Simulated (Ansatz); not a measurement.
# La on Cr(110): change of the work function, part 4 of 4

How does one ordered layer of La (longbridge site) change the work function of Cr(110), and what dipole does each adsorbate carry?

Ansatz 0.2.0; plane-wave DFT, PBE-D3(BJ), Ansatz PAW.

So far, work function, upper face (eV): step 2 (the clean slab) 4.77; step 3 (the covered slab) 2.57; step 5 (the covered slab, atoms frozen) 2.57; step 6 (the substrate alone) 4.81; step 7 (the adsorbate layer alone) 2.90.

## Step 9: Varying the input: efield.amplitude = -0.1

This step: plane-wave DFT, PBE-D3(BJ), Ansatz PAW (Ansatz 0.2.0).

System of this step: La/Cr(110). The cell holds 17 atoms: 16 Cr and 1 La. Cell: a = 4.988 Å, b = 4.988 Å, c = 27.241 Å, α = 90.0°, β = 90.0°, γ = 70.5°. Vacuum lies along c.

A run with a changed input: it repeats the earlier run at 0.25 ML with efield.amplitude to -0.1; its output block differs too.

The input, input.yaml:

```yaml
crystal:
  lattice:
    - [4.0729350596, -2.88, 0.0]
    - [4.0729350596, 2.88, 0.0]
    - [0.0, 0.0, 27.2405063722]
  atoms:
    - { symbol: Cr, position: [0.0, 0.0, 0.330390334] }
    - { symbol: Cr, position: [0.25, 0.25, 0.4051491326] }
    - { symbol: Cr, position: [0.0, 0.0, 0.4778710292] }
    - { symbol: Cr, position: [0.25, 0.25, 0.5471659304] }
    - { symbol: Cr, position: [0.0, 0.5, 0.330390334] }
    - { symbol: Cr, position: [0.25, 0.75, 0.4051491326] }
    - { symbol: Cr, position: [0.0, 0.5, 0.4778710292] }
    - { symbol: Cr, position: [0.25, 0.75, 0.5471659304] }
    - { symbol: Cr, position: [0.5, 0.0, 0.330390334] }
    - { symbol: Cr, position: [0.75, 0.25, 0.4051491326] }
    - { symbol: Cr, position: [0.5, 0.0, 0.4778710292] }
    - { symbol: Cr, position: [0.75, 0.25, 0.5471659304] }
    - { symbol: Cr, position: [0.5, 0.5, 0.330390334] }
    - { symbol: Cr, position: [0.75, 0.75, 0.4051491326] }
    - { symbol: Cr, position: [0.5, 0.5, 0.4778710292] }
    - { symbol: Cr, position: [0.75, 0.75, 0.5471659304] }
    - { symbol: La, position: [0.0, 0.0, 0.669609666] }
kpoints:
  mp_grid: { grid: [7, 7, 1] }
hamiltonian:
  xc: pbe
  dispersion: d3bj
scf:
  occupations: { method: fermi_dirac, width: 0.1 }
  convergence: { dr2_threshold: 1.0e-08 }
efield:
  axis: 3
  dipole_correction: true
  ramp_position: 0.97
  ramp_width: 0.06
  amplitude: -0.1
relax:
  f_tol: 0.02
  max_steps: 60
  constraints: [{ sites: [0, 1, 4, 5, 8, 9, 12, 13] }]
output:
  bader: true
  dos: { projected: true, e_range: [-8, 4] }
  write_potential: true
  write_density: true
  volumetric_format: npy
```

On the command line:

```bash
> ansatz run input.yaml --threads 4 --pin off --max-ram 6144MiB --backend cpu --events-out ev --progress --plain --runs-dir out
```

Log:

```text
[...]
Crystal: 17 atoms, lattice volume = 639.065 Å³
Basis set: ecut = 420 eV, 12527 PW (Γ), exchange–correlation on 72×72×384 points (8 copies of the dense FFT grid, shifted against one another)
Bands: 141, of which v1, the nominal top of the filled ones, is band 118 counted from 1 (117 counted from 0)
Symmetry: 4 space group operations
[...]
k-points: 16 of 49
[...]
SCF iter   1: F=—  HF=-60320.794189 eV  |F-HF|=—  |Δ(HF+E_count)|=         —  Δρ=1.24e-1  dr2=2.12e2  ethr=3.10e-3  p=-0.163 e·Å  D=-4.61e-2 V/Å  ΔV_dip=1.26 eV  dr2_dipole=7.63e0  V_vac-E_F(+/−)=5.29/6.54 eV  ⟨swp⟩=9.9  Hψ=11440  notcnv=0
[...]
SCF iter  27: F=-60290.253325 eV  HF=-60290.253325 eV  |F-HF|=2.72e-9  |Δ(HF+E_count)|=   1.67e-9  Δρ=4.18e-7  dr2=2.79e-9  ethr=4.26e-12  p=0.078 e·Å  D=2.20e-2 V/Å  ΔV_dip=-0.60 eV  dr2_dipole=6.53e-10  V_vac-E_F(+/−)=2.38/5.48 eV  ⟨swp⟩=9.3  Hψ=15116  notcnv=0
[...]
SCF 1 converged in 27 iterations: F = -60290.253325 eV  dr2 = 2.79e-9
[...]
relax step   1: F+E_penalty+E_count = -60290.25332541 eV  Δ(F+E_penalty+E_count) = +0.000e0 eV  max|allowed force component| = 1.699e0 eV/Å  Δτ_max = 0.0000 Å  (27 SCF iters, accepted)
Bands: 164, of which v1, the nominal top of the filled ones, is band 118 counted from 1 (117 counted from 0)
[...]
SCF iter  13: F=-60290.473413 eV  HF=-60290.473413 eV  |F-HF|=8.37e-10  |Δ(HF+E_count)|=   3.43e-9  Δρ=4.66e-7  dr2=2.64e-9  ethr=4.26e-12  p=0.084 e·Å  D=2.37e-2 V/Å  ΔV_dip=-0.65 eV  dr2_dipole=8.65e-12  V_vac-E_F(+/−)=2.33/5.48 eV  ⟨swp⟩=10.4  Hψ=16707  notcnv=0
[...]
SCF 2 converged in 13 iterations: F = -60290.473413 eV  dr2 = 2.64e-9
relax step   2: F+E_penalty+E_count = -60290.47341325 eV  Δ(F+E_penalty+E_count) = -2.201e-1 eV  max|allowed force component| = 1.887e0 eV/Å  Δτ_max = 0.1973 Å  (13 SCF iters, accepted)
[...]
SCF iter  14: F=-60290.956290 eV  HF=-60290.956290 eV  |F-HF|=1.96e-10  |Δ(HF+E_count)|=   3.81e-9  Δρ=3.26e-7  dr2=1.75e-9  ethr=4.26e-12  p=0.096 e·Å  D=2.72e-2 V/Å  ΔV_dip=-0.74 eV  dr2_dipole=3.54e-11  V_vac-E_F(+/−)=2.23/5.48 eV  ⟨swp⟩=9.9  Hψ=15318  notcnv=0
SCF 3 converged in 14 iterations: F = -60290.956290 eV  dr2 = 1.75e-9
relax step   3: F+E_penalty+E_count = -60290.95628976 eV  Δ(F+E_penalty+E_count) = -4.829e-1 eV  max|allowed force component| = 2.163e0 eV/Å  Δτ_max = 0.1943 Å  (14 SCF iters, accepted)
[...]
relax step   4: F+E_penalty+E_count = -60291.40613115 eV  Δ(F+E_penalty+E_count) = -4.498e-1 eV  max|allowed force component| = 1.858e0 eV/Å  Δτ_max = 0.1950 Å  (13 SCF iters, accepted)
[...]
relax step   5: F+E_penalty+E_count = -60291.71249197 eV  Δ(F+E_penalty+E_count) = -3.064e-1 eV  max|allowed force component| = 1.022e0 eV/Å  Δτ_max = 0.1968 Å  (12 SCF iters, accepted)
[...]
relax step   6: F+E_penalty+E_count = -60291.82086644 eV  Δ(F+E_penalty+E_count) = -1.084e-1 eV  max|allowed force component| = 1.484e-1 eV/Å  Δτ_max = 0.1949 Å  (12 SCF iters, accepted)
[...]
relax step   7: F+E_penalty+E_count = -60291.83079621 eV  Δ(F+E_penalty+E_count) = -9.930e-3 eV  max|allowed force component| = 4.500e-2 eV/Å  Δτ_max = 0.0476 Å  (12 SCF iters, accepted)
[...]
relax step   8: F+E_penalty+E_count = -60291.83164692 eV  Δ(F+E_penalty+E_count) = -8.507e-4 eV  max|allowed force component| = 2.980e-2 eV/Å  Δτ_max = 0.0103 Å  (10 SCF iters, accepted)
SCF iter   1: F=—  HF=-60291.831448 eV  |F-HF|=—  |Δ(HF+E_count)|=         —  Δρ=3.28e-4  dr2=2.16e-3  ethr=1.16e-5  p=0.133 e·Å  D=3.78e-2 V/Å  ΔV_dip=-1.03 eV  dr2_dipole=5.08e-4  V_vac-E_F(+/−)=1.93/5.46 eV  ⟨swp⟩=1.9  Hψ=3274  notcnv=0
[...]
SCF iter   8: F=-60291.831769 eV  HF=-60291.831769 eV  |F-HF|=5.71e-9  |Δ(HF+E_count)|=   1.08e-8  Δρ=5.17e-7  dr2=2.43e-9  ethr=4.26e-12  p=0.133 e·Å  D=3.78e-2 V/Å  ΔV_dip=-1.03 eV  dr2_dipole=1.14e-10  V_vac-E_F(+/−)=1.93/5.46 eV  ⟨swp⟩=11.0  Hψ=17181  notcnv=0
SCF 9 converged in 8 iterations: F = -60291.831769 eV  dr2 = 2.43e-9
relax step   9: F+E_penalty+E_count = -60291.83176901 eV  Δ(F+E_penalty+E_count) = -1.221e-4 eV  max|allowed force component| = 4.678e-3 eV/Å  Δτ_max = 0.0030 Å  (8 SCF iters, accepted)
[...]
SCF converged after 8 iterations
Free energy (F): -60291.831769 eV
[...]
Internal energy: -60291.185019 eV  (E = F + TS)
E sigma→0 (E₀):  -60291.508394 eV
Entropy (-TS):   -0.646750 eV (-38.044 meV/atom)
Fermi energy:    3.980957 eV
Dipole field:    D = 0.037793 V/Å  (p = 0.133475 e·Å, saw-weighted, corrected)
Work function:   not extracted (applied field tilts the vacuum); planar V_es + V_field profile in the machine report
[...]
--- Forces (eV/Å), atoms counted from 1 ---
  atom   1  Cr     0.00000000     0.00000000     0.81348560
  atom   2  Cr     0.04443994     0.00000000    -0.71017690
  atom   3  Cr     0.00000000     0.00000000     0.00350651
  atom   4  Cr    -0.00145177     0.00000000     0.00118874
  atom   5  Cr     0.00000000     0.00000000     0.75723635
  atom   6  Cr     0.00000000     0.02241290    -0.86627942
  atom   7  Cr     0.00000000     0.00000000     0.00238314
  atom   8  Cr     0.00000000    -0.00038904    -0.00467786
  atom   9  Cr     0.00000000    -0.00000000     0.75723635
  atom  10  Cr     0.00000000    -0.02241290    -0.86627942
  atom  11  Cr     0.00000000     0.00000000     0.00238314
  atom  12  Cr     0.00000000     0.00038904    -0.00467786
  atom  13  Cr     0.00000000     0.00000000     0.82336262
  atom  14  Cr    -0.04443994     0.00000000    -0.71017690
  atom  15  Cr     0.00000000     0.00000000    -0.00161313
  atom  16  Cr     0.00145177     0.00000000     0.00118874
  atom  17  La     0.00000000     0.00000000     0.00193204
  max |Σ_I F_I| component: 2.17e-5 eV/Å
--- Band table (eV; the first three rows and the last of 16) ---
  k-point 0: bands = [... 114 lower, 4.1829, 4.3875, 4.3920, 4.5892, 4.5961, 4.6941, 4.8335, 4.9093, ... 42 higher]
  k-point 1: bands = [... 114 lower, 4.1453, 4.2289, 4.3461, 4.3839, 4.4176, 4.6548, 4.7630, 4.7841, ... 42 higher]
  k-point 2: bands = [... 114 lower, 3.6649, 3.7465, 3.7997, 4.1789, 4.3202, 4.3728, 4.5173, 4.5629, ... 42 higher]
  k-point 15: bands = [... 114 lower, 3.4749, 3.4818, 3.5374, 3.6270, 3.6480, 3.6569, 3.8131, 3.8339, ... 42 higher]
--- Relaxed structure (9 steps of the walk, 9 accepted, 0 SCFs on fresh bases) ---
  F+E_penalty+E_count = -60291.83176901 eV   max|allowed force component| = 4.678e-3 eV/Å
  atoms:
    - { symbol: Cr, position: [0.0, 0.0, 0.330390] }
    - { symbol: Cr, position: [0.250000, 0.250000, 0.405149] }
    - { symbol: Cr, position: [0.0, 0.0, 0.477323] }
    - { symbol: Cr, position: [0.249122, 0.249122, 0.549494] }
    - { symbol: Cr, position: [0.0, 0.500000, 0.330390] }
    - { symbol: Cr, position: [0.250000, 0.75, 0.405149] }
    - { symbol: Cr, position: [0.0, 0.500000, 0.477437] }
    - { symbol: Cr, position: [0.255935, 0.744065, 0.547615] }
    - { symbol: Cr, position: [0.500000, 0.0, 0.330390] }
    - { symbol: Cr, position: [0.75, 0.250000, 0.405149] }
    - { symbol: Cr, position: [0.500000, 0.0, 0.477437] }
    - { symbol: Cr, position: [0.744065, 0.255935, 0.547615] }
    - { symbol: Cr, position: [0.500000, 0.500000, 0.330390] }
    - { symbol: Cr, position: [0.75, 0.75, 0.405149] }
    - { symbol: Cr, position: [0.500000, 0.500000, 0.478261] }
    - { symbol: Cr, position: [0.750878, 0.750878, 0.549494] }
    - { symbol: La, position: [0.0, 0.0, 0.632618] }
--- Bader charges: 17 sites ---
  site symbol  charge [e]  shift [e]
     0     Cr     -0.0296     0.0000
     1     Cr      0.0221     0.0000
     2     Cr      0.0267     0.0003
     3     Cr     -0.1446     0.0001
     4     Cr     -0.0325     0.0000
     5     Cr      0.0248     0.0000
     6     Cr      0.0309     0.0002
     7     Cr     -0.2309     0.0006
     8     Cr     -0.0325     0.0000
     9     Cr      0.0248     0.0000
    10     Cr      0.0308     0.0002
    11     Cr     -0.2309     0.0006
    12     Cr     -0.0339     0.0000
    13     Cr      0.0221     0.0000
    14     Cr      0.0324     0.0004
    15     Cr     -0.1446     0.0001
    16     La      0.6650     0.0011
  estimated error of the sums over rays = 6.5e-4 e
```

The job ended after 24 min (4 threads of Arm Neoverse N1, shared host; peak memory 3.3 GiB).

The steps of the relaxation:

```
step  energy less that of the first step (eV)  largest force component (eV/Å)
   1                                   0.0000                          1.6994
   2                                  -0.2201                          1.8872
   3                                  -0.7030                          2.1631
   4                                  -1.1528                          1.8578
   5                                  -1.4592                          1.0218
   6                                  -1.5675                          0.1484
   7                                  -1.5775                          0.0450
   8                                  -1.5783                          0.0298
   9                                  -1.5784                          0.0047
```

Forces are held to the 4 operations that the program found; a distortion that breaks them can't arise in this run.

The atoms that moved most (Å):

```
atom      dx      dy      dz  length
La17   0.000   0.000  -1.008   1.008
Cr16   0.007   0.000   0.063   0.064
 Cr4  -0.007   0.000   0.063   0.064
Cr12   0.000   0.034   0.012   0.036
 Cr8   0.000  -0.034   0.012   0.036
 Cr3   0.000   0.000  -0.015   0.015
 Cr7   0.000   0.000  -0.012   0.012
Cr11   0.000   0.000  -0.012   0.012
```

The relaxed structure:

```xyz
17
Lattice="4.0729 -2.8800 0.0000 4.0729 2.8800 0.0000 0.0000 0.0000 27.2405" Properties=species:S:1:pos:R:3
Cr    0.0000    0.0000    9.0000
Cr    2.0365    0.0000   11.0365
Cr    0.0000    0.0000   13.0025
Cr    2.0293    0.0000   14.9685
Cr    2.0365    1.4400    9.0000
Cr    4.0729    1.4400   11.0365
Cr    2.0365    1.4400   13.0056
Cr    4.0729    1.4058   14.9173
Cr    2.0365   -1.4400    9.0000
Cr    4.0729   -1.4400   11.0365
Cr    2.0365   -1.4400   13.0056
Cr    4.0729   -1.4058   14.9173
Cr    4.0729    0.0000    9.0000
Cr    6.1094    0.0000   11.0365
Cr    4.0729    0.0000   13.0281
Cr    6.1166    0.0000   14.9685
La    0.0000    0.0000   17.2328
```

Read from the output:

```yaml
energy_at_zero_smearing: -60291.5084 eV
dipole_along_the_normal: 0.1335 e·Å
```

The density of states has structure finer than the step of the table below, so its rows give means over 0.5 eV. Peaks (eV: height): -2.26: 45.8, -1.77: 46.8, 1.23: 58.0, 1.29: 60.2, 1.35: 58.6, 1.47: 77.2, 1.71: 84.4.

Table of density of states by energy, zero at the Fermi level; means over each step:

```
energy (eV)  density of states (states/eV a cell)
       -7.5                                0.0956
       -7.0                                 0.911
       -6.5                                 0.952
       -6.0                                  1.50
       -5.5                                  2.20
       -5.0                                  2.67
       -4.5                                  4.78
       -4.0                                  13.3
       -3.5                                  17.9
       -3.0                                  17.9
       -2.5                                  17.5
       -2.0                                  30.1
       -1.5                                  29.0
       -1.0                                  28.0
       -0.5                                  17.8
        0.0                                  19.0
        0.5                                  28.1
        1.0                                  42.3
        1.5                                  54.2
```

Projected DOS per atom over height of the atomic layer and energy from the Fermi level. Layers: Cr4 Cr4 Cr4 Cr4 La from below.

Ten even steps from '_' (0.0 states/eV) to '@' (23.5 states/eV), each cell a mean:
```
________@@
........::
__..______
__________
__________
__________
..________
__________
__________
__________
__________
__________
__________
__________
__________
__________
__________
__________
__________
__________
__________
__________
```
Columns: height of the atomic layer (Å) from 9 to 17.2 (not evenly spaced); rows upwards: energy from the Fermi level (eV) from -7.96 to 1.95.

```
                     quantity  this run  earlier run  difference
dipole along the normal (e·Å)    0.1335       0.3000       -0.17
```

The applied field differs between the two, so the dipoles differ in any case.

## Step 10: A changed input: efield.amplitude = 0.3

System of this step: Cr(110). The cell holds 4 atoms: 4 Cr. Its edges and angles: a = 2.494 Å, b = 2.494 Å, c = 24.109 Å, α = 90.0°, β = 90.0°, γ = 70.5°. Vacuum lies along c.

Another changed input: it repeats the earlier run at 0 ML with efield.amplitude to 0.3.

The input, input.yaml:

```yaml
crystal:
  lattice:
    - [2.0364675298, -1.44, 0.0]
    - [2.0364675298, 1.44, 0.0]
    - [0.0, 0.0, 24.1094025895]
  atoms:
    - { symbol: Cr, position: [0.0, 0.0, 0.3732983415] }
    - { symbol: Cr, position: [0.5, 0.5, 0.4577661138] }
    - { symbol: Cr, position: [0.0, 0.0, 0.5422338862] }
    - { symbol: Cr, position: [0.5, 0.5, 0.6267016585] }
kpoints:
  mp_grid: { grid: [13, 13, 1] }
hamiltonian:
  xc: pbe
  dispersion: d3bj
scf:
  occupations: { method: fermi_dirac, width: 0.1 }
  convergence: { dr2_threshold: 1.0e-08 }
efield:
  axis: 3
  dipole_correction: true
  ramp_position: 0.97
  ramp_width: 0.06
  amplitude: 0.3
relax:
  f_tol: 0.02
  max_steps: 60
  constraints: [{ sites: [0, 1] }]
output:
  write_potential: true
  write_density: true
  volumetric_format: npy
```

Log:

```text
[...]
Crystal: 4 atoms, lattice volume = 141.402 Å³
Basis set: ecut = 420 eV, 2751 PW (Γ), exchange–correlation on 36×36×324 points (8 copies of the dense FFT grid, shifted against one another)
Bands: 34, of which v1, the nominal top of the filled ones, is band 28 counted from 1 (27 counted from 0)
Symmetry: 4 space group operations
k-points: 49 of 169
[...]
SCF iter   1: F=—  HF=-13516.795074 eV  |F-HF|=—  |Δ(HF+E_count)|=         —  Δρ=1.40e-1  dr2=3.56e1  ethr=3.10e-3  p=0.093 e·Å  D=1.19e-1 V/Å  ΔV_dip=-2.87 eV  dr2_dipole=2.73e-2  V_vac-E_F(+/−)=7.67/3.93 eV  ⟨swp⟩=9.7  Hψ=18145  notcnv=0
[...]
SCF iter  14: F=-13509.910893 eV  HF=-13509.910893 eV  |F-HF|=9.82e-11  |Δ(HF+E_count)|=   8.34e-9  Δρ=7.12e-7  dr2=8.74e-10  ethr=1.79e-11  p=0.097 e·Å  D=1.24e-1 V/Å  ΔV_dip=-3.00 eV  dr2_dipole=1.33e-11  V_vac-E_F(+/−)=6.63/3.02 eV  ⟨swp⟩=7.9  Hψ=10756  notcnv=0
SCF 1 converged in 14 iterations: F = -13509.910893 eV  dr2 = 8.74e-10
[...]
relax step   1: F+E_penalty+E_count = -13509.91089347 eV  Δ(F+E_penalty+E_count) = +0.000e0 eV  max|allowed force component| = 8.496e-1 eV/Å  Δτ_max = 0.0000 Å  (14 SCF iters, accepted)
Bands: 40, of which v1, the nominal top of the filled ones, is band 28 counted from 1 (27 counted from 0)
[...]
SCF iter   1: F=—  HF=-13510.046556 eV  |F-HF|=—  |Δ(HF+E_count)|=         —  Δρ=2.10e-2  dr2=2.12e0  ethr=3.10e-3  p=0.097 e·Å  D=1.24e-1 V/Å  ΔV_dip=-3.00 eV  dr2_dipole=2.71e-1  V_vac-E_F(+/−)=6.63/3.01 eV  ⟨swp⟩=4.7  Hψ=5559  notcnv=0
[...]
SCF iter  11: F=-13509.978853 eV  HF=-13509.978853 eV  |F-HF|=2.20e-9  |Δ(HF+E_count)|=   1.08e-8  Δρ=1.16e-6  dr2=3.53e-9  ethr=1.79e-11  p=0.099 e·Å  D=1.27e-1 V/Å  ΔV_dip=-3.05 eV  dr2_dipole=8.72e-12  V_vac-E_F(+/−)=6.59/3.03 eV  ⟨swp⟩=10.1  Hψ=12265  notcnv=0
SCF 2 converged in 11 iterations: F = -13509.978853 eV  dr2 = 3.53e-9
relax step   2: F+E_penalty+E_count = -13509.97885323 eV  Δ(F+E_penalty+E_count) = -6.796e-2 eV  max|allowed force component| = 3.690e-1 eV/Å  Δτ_max = 0.1350 Å  (11 SCF iters, accepted)
[...]
SCF iter  11: F=-13509.990521 eV  HF=-13509.990521 eV  |F-HF|=3.52e-9  |Δ(HF+E_count)|=   2.38e-8  Δρ=1.63e-6  dr2=6.22e-9  ethr=1.79e-11  p=0.100 e·Å  D=1.28e-1 V/Å  ΔV_dip=-3.09 eV  dr2_dipole=3.53e-10  V_vac-E_F(+/−)=6.56/3.03 eV  ⟨swp⟩=10.3  Hψ=12258  notcnv=0
SCF 3 converged in 11 iterations: F = -13509.990521 eV  dr2 = 6.22e-9
relax step   3: F+E_penalty+E_count = -13509.99052122 eV  Δ(F+E_penalty+E_count) = -1.167e-2 eV  max|allowed force component| = 1.177e-2 eV/Å  Δτ_max = 0.0702 Å  (11 SCF iters, accepted)
[...]
SCF converged after 11 iterations
Free energy (F): -13509.990521 eV
[...]
Internal energy: -13509.836400 eV  (E = F + TS)
E sigma→0 (E₀):  -13509.913461 eV
Entropy (-TS):   -0.154121 eV (-38.530 meV/atom)
Fermi energy:    3.202462 eV
Dipole field:    D = 0.128220 V/Å  (p = 0.100196 e·Å, saw-weighted, corrected)
Work function:   not extracted (applied field tilts the vacuum); planar V_es + V_field profile in the machine report
[...]
--- Forces (eV/Å), atoms counted from 1 ---
  atom   1  Cr     0.00000000     0.00000000     0.75519723
  atom   2  Cr    -0.00000000     0.00000000    -0.77444824
  atom   3  Cr     0.00000000     0.00000000     0.01176566
  atom   4  Cr     0.00000000     0.00000000     0.00746688
  max |Σ_I F_I| component: 1.85e-5 eV/Å
--- Band table (eV; the first three rows and the last of 49) ---
  k-point 0: bands = [... 24 lower, 2.2253, 2.3180, 2.3699, 2.3876, 3.1012, 3.4471, 4.0248, 4.0521, ... 8 higher]
  k-point 1: bands = [... 24 lower, 2.0586, 2.2773, 2.4404, 2.6119, 2.8872, 3.5238, 3.6915, 3.9475, ... 8 higher]
  k-point 2: bands = [... 24 lower, 1.9788, 2.1245, 2.3889, 2.7028, 2.9544, 3.0704, 3.8508, 3.9009, ... 8 higher]
  k-point 48: bands = [... 24 lower, 2.0597, 3.3824, 3.5569, 4.0306, 4.1383, 4.3162, 4.7024, 5.1693, ... 8 higher]
--- Relaxed structure (3 steps of the walk, 3 accepted, 0 SCFs on fresh bases) ---
  F+E_penalty+E_count = -13509.99052122 eV   max|allowed force component| = 1.177e-2 eV/Å
  atoms:
    - { symbol: Cr, position: [0.0, 0.0, 0.3732983415] }
    - { symbol: Cr, position: [0.500000, 0.500000, 0.4577661138] }
    - { symbol: Cr, position: [-2.241976e-18, -2.241976e-18, 0.539960] }
    - { symbol: Cr, position: [0.500000, 0.500000, 0.618192] }
```

It took 50 s on 4 threads; peak memory 0.54 GiB; 3.3 min of CPU time.

Relaxation path:

```
step  energy less that of the first step (eV)  largest force component (eV/Å)
   1                                   0.0000                          0.8496
   2                                  -0.0680                          0.3690
   3                                  -0.0796                          0.0118
```

Forces are held to the 4 operations that the program found; a distortion that breaks them can't arise in this run.

The atoms that moved most (Å):

```
atom     dx     dy      dz  length
 Cr4  0.000  0.000  -0.205   0.205
 Cr3  0.000  0.000  -0.055   0.055
```

Final coordinates:

```
Cr
1.0
     2.03647   -1.44000    0.00000
     2.03647    1.44000    0.00000
     0.00000    0.00000   24.10940
Cr
4
Cartesian
  0.0000 0.0000 9.0000
  2.0365 0.0000 11.0365
  0.0000 0.0000 13.0181
  2.0365 0.0000 14.9042
```

This step gave:

* energy at zero smearing: -13509.9135 eV
* dipole along the normal: 0.1002 e·Å

```
                     quantity  this run  earlier run  difference
dipole along the normal (e·Å)    0.1002     0.005063       0.095
```

The applied field differs between the two, so the dipoles differ in any case.

## Step 11: Outcome

```yaml
work_function_of_the_clean_face: 4.77 eV
work_function_at_0p25_ml: 2.57 eV
dipole_per_adsorbate_at_0p25_ml_positive_end_outwards: 1.34 D
step_of_the_potential_from_the_moved_charge_at_0p25_ml_upper_less_lower_side_atoms_held: -2.20 eV
```

What this shows: La lowers the work function of Cr(110) at the lowest coverage, by 2.20 eV: the adsorbate layer has its positive end outwards. One coverage alone was completed, so no trend follows. The slab has 4 layers, at the tabulated experimental lattice constant, one starting site was run, and quantum-size effects of a slab this thin can reach one or two tenths of an eV. The main runs have no spin polarisation; a magnetic state could lie lower and would change these results.

[Long decimals in the printed logs are rounded to 6 places.]

[Logs are printed without paths, hosts, clocks, repeated set-up lines and the standing remarks that a program may print on its own settings, such as how far it seeks lower states.]

[Hosts, paths, dates, database ids (printed as entryN), source tags and the programs' standing remarks are cut or masked in the printed files.]

[Maps of the electrostatic potential energy from Ansatz leave out the sawtooth potential of an applied field or a dipole correction, so their vacuum need not be flat; planar profiles and work functions include it.]

[The density of states shown here was stored with 400 of the rows of the run's finer table, so its peaks can read low, often by over a quarter, or be missed, and its means over a window can be off by a tenth or more.]
